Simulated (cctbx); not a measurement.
**Diagnosing a refinement**

Cell a = 3.7680 Å, b = 3.7680 Å, c = 8.0710 Å, α = 90.00°, β = 90.00°, γ = 90.00°; space group P4/nmm (no. 129, origin choice 1).

Simulated single-crystal data (cctbx): Mo Kα, λ = 0.71073 Å, to d = 0.65 Å, 95 % of the full sphere, strongest reflection 40000 counts, noise from counting, a 6 % proportional error and a noise floor of 15 counts (s.d.); no absorption.

An anisotropic refinement with weights 1/σ² prints:

```text
Rint 0.047, 160 unique reflections to 0.65 A
cycle     R1     wR2    GooF  max shift (A)
   1  0.0679  0.1690   7.016   0.01155
   2  0.0297  0.0714   2.964   0.00021
final R1 0.0297 wR2 0.0714 GooF 2.964  parameters 11  data/parameter 14.5
atom        x        y        z      Ueq    occ   su(xyz)  su(Uiso or U11)
Lu1    0.50000  0.00000  0.16157   0.0068  1.000  0.00008  0.0003
Ni1    0.00000  0.50000  0.34575   0.0022  1.000  0.00022  0.0005
Ga1    0.50000  0.50000  0.50000   0.0172  1.000  0.00000  0.0006
C1     0.50000  0.00000  0.84968   0.0138  1.000  0.00236  0.0040
difference map: max 7.19 min -3.73 rms 0.66
Q1    0.0000  0.5000  0.3484    2    7.31  0.02 A from Ni1
Q2    0.0000  0.5000  0.8369    2    2.51  0.01 A from Lu1
Q3    0.0000  0.5000  0.6759    2    1.11  1.31 A from Lu1
Q4    0.2300  0.2700  0.0764    8    0.99  1.36 A from C1
Q5    0.0000  0.2391  0.4445    8    0.99  1.01 A from Ga1
Q6    0.1629  0.1629  0.5000    8    0.87  0.87 A from Ga1
```

**Question.** Can this result stand? If not, what is the likely fault?

Mend it. The fault: elements exchanged: Ga1 is Ni and Ni1 is Ga. Against the right model at the same level, R1 goes from 0.0096 to 0.0297 and GooF from 0.92 to 2.96, U of Ni1 shrinks from 0.0079 to 0.0022 Å², U of Ga1 swells from 0.0120 to 0.0172 Å² and the top difference peak, 7.3 e/Å³, lies on Ni1. Ga1 has 3 electrons too many and its U swells to shed them, as expected; Ni1 has 3 electrons too few and its U shrinks to make up, as expected.

The compound is LuGaNiC. The right model at the same level gives:

```text
Rint 0.047, 160 unique reflections to 0.65 A
cycle     R1     wR2    GooF  max shift (A)
   1  0.0201  0.0654   2.715   0.00947
   2  0.0096  0.0221   0.916   0.00001
final R1 0.0096 wR2 0.0221 GooF 0.916  parameters 11  data/parameter 14.5
atom        x        y        z      Ueq    occ   su(xyz)  su(Uiso or U11)
Lu1    0.50000  0.00000  0.16151   0.0073  1.000  0.00003  0.0001
Ga1    0.00000  0.50000  0.34573   0.0079  1.000  0.00007  0.0001
Ni1    0.50000  0.50000  0.50000   0.0120  1.000  0.00000  0.0002
C1     0.50000  0.00000  0.85231   0.0145  1.000  0.00067  0.0013
difference map: max 1.07 min -1.66 rms 0.24
Q1    0.0000  0.5000  0.5870    2    1.11  1.95 A from Ga1
Q2    0.0000  0.5000  0.4683    2    0.98  0.99 A from Ga1
Q3    0.0000  0.5000  0.2350    2    0.87  0.70 A from C1
Q4    0.2596  0.2404  0.3018    8    0.86  1.43 A from Ga1
Q5    0.2347  0.2653  0.0683    8    0.77  1.41 A from C1
Q6    0.0000  0.5000  0.6822    2    0.74  1.26 A from Lu1
```

Isotropic U is held between 0.0001 and 1 Å² by the program, and listed peak heights are interpolated, so they can pass the grid's maximum.

The model was made for the exercise: a known structure type with other elements put in, its volume estimated, not relaxed; displacement parameters are assumed.

[Middle refinement cycles are left out of these outputs.]

[Logs are printed without paths, hosts, clocks, repeated set-up lines and the standing remarks that a program may print on its own settings, such as how far it seeks lower states.]
